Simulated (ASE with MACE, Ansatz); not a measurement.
# Generalised stacking fault on (001) of Ru (basal plane): energy against slip along <1-100>

How much energy does it take to slide one half of the crystal over the other along this direction, and where is the resistance greatest?

Calculated with Ansatz 0.2.0: Kohn-Sham DFT, PBE, PAW (set soft_2), plane waves; cutoff 420 eV, k-mesh 11×11×1, fermi-dirac smearing of 0.1 eV. At each slip the atoms were relaxed along the normal alone with PBE, from a start eased by a machine-learned potential, then solved with PBE and r2SCAN. Cutoffs: 420 eV for PBE; 500 eV for r2SCAN.

**The cell**

The cell holds 12 atoms: 12 Ru. Cell: a = 2.715 Å, b = 2.715 Å, c = 25.680 Å, α = 90.0°, β = 90.0°, γ = 120.0°. It derives from Ru. The starting structure: 48 atoms of Ru, stacked on (0 0 1); one fault a cell: the periodic image above is shifted rigidly by 0.000 Å along the in-plane vector of length 4.703 Å (<1-100> type); atoms relaxed along the normal alone with the MACE-MP-0b2 potential. Lattice constants are starting values near those of PBE. Folded to one surface cell (a quarter of the atoms). This is the unshifted member, which holds no fault.

The input of the single point at a slip of 0.470 Å:

```yaml
crystal:
  lattice:
    - [2.715, 0.0, 0.0]
    - [-1.3575, 2.35126, 0.0]
    - [0.40725, -0.23513, 25.68]
  atoms:
    - { symbol: Ru, position: [0.30534, 0.69466, 0.27981] }
    - { symbol: Ru, position: [0.96378, 0.03622, 0.36215] }
    - { symbol: Ru, position: [0.28882, 0.71118, 0.4451] }
    - { symbol: Ru, position: [0.94712, 0.05288, 0.52872] }
    [... 6 atom lines left out ...]
    - { symbol: Ru, position: [0.22228, 0.77772, 0.11059] }
    - { symbol: Ru, position: [0.88071, 0.11929, 0.19293] }
kpoints:
  mp_grid: { grid: [11, 11, 1] }
hamiltonian:
  xc: pbe
scf:
  occupations: { method: fermi_dirac, width: 0.1 }
output:
  forces: true
  stress: true
  populations: true
  dos:
    method: { smearing: { sigma: 0.08 } }
    de: 0.1
    projected: { site_lists: { Ru: [Ru] } }
  eigenvalues: true
  write_density: true
  write_potential: true
  volumetric_format: npy
```

**Fault energy**

Free energy less that of the unshifted cell, over the area of 6.38 Å², in mJ/m²:

| slip (Å) | share of the vector | PBE | r2SCAN | gain on relaxing in DFT, from the eased start (mJ/m²) |
| --- | --- | --- | --- | --- |
| 0.000 | 0.000 | 0 | 0 | 0 |
| 0.157 | 0.033 | 94 | 93 | 1 |
| 0.314 | 0.067 | 320 | 319 | 4 |
| 0.470 | 0.100 | 578 | 575 | 16 |
| 0.627 | 0.133 | 777 | 773 | 31 |
| 0.784 | 0.167 | 876 | 873 | 27 |
| 0.941 | 0.200 | 868 | 869 | 25 |

Worked for the highest row at PBE: (-70544.0266) − (-70544.3756) = 0.3491 eV; over 6.38 Å², times 16022, gives 876 mJ/m².

**Findings**

With PBE the highest energy among the slips run is 876 mJ/m², at 0.78 Å. The steepest rise among the rows up to the first local maximum that they show, between 0.31 and 0.47 Å, is 16.5 GPa, the slope of a chord between sampled slips; the true steepest slope can be larger. At the highest row the other levels give 873 (r2SCAN) mJ/m².

Limits: The cell's length along the normal is held and atoms can't move in the plane, so the energies are upper bounds on a freely relaxed path. The cell tilts with the slip and its k-mesh tilts with it, which can add an error that grows with the slip. Faults repeat every 26 Å along the normal. The lattice constant is the typed one for every functional. These are free energies under a smearing of 0.1 eV, whose entropy term isn't removed. In some runs the program notes that positions were snapped to a detected symmetry.

[Logs are printed without paths, hosts, clocks, repeated set-up lines and the standing remarks that a program may print on its own settings, such as how far it seeks lower states.]

[Hosts, paths, dates, database ids (printed as entryN), source tags and the programs' standing remarks are cut or masked in the printed files.]
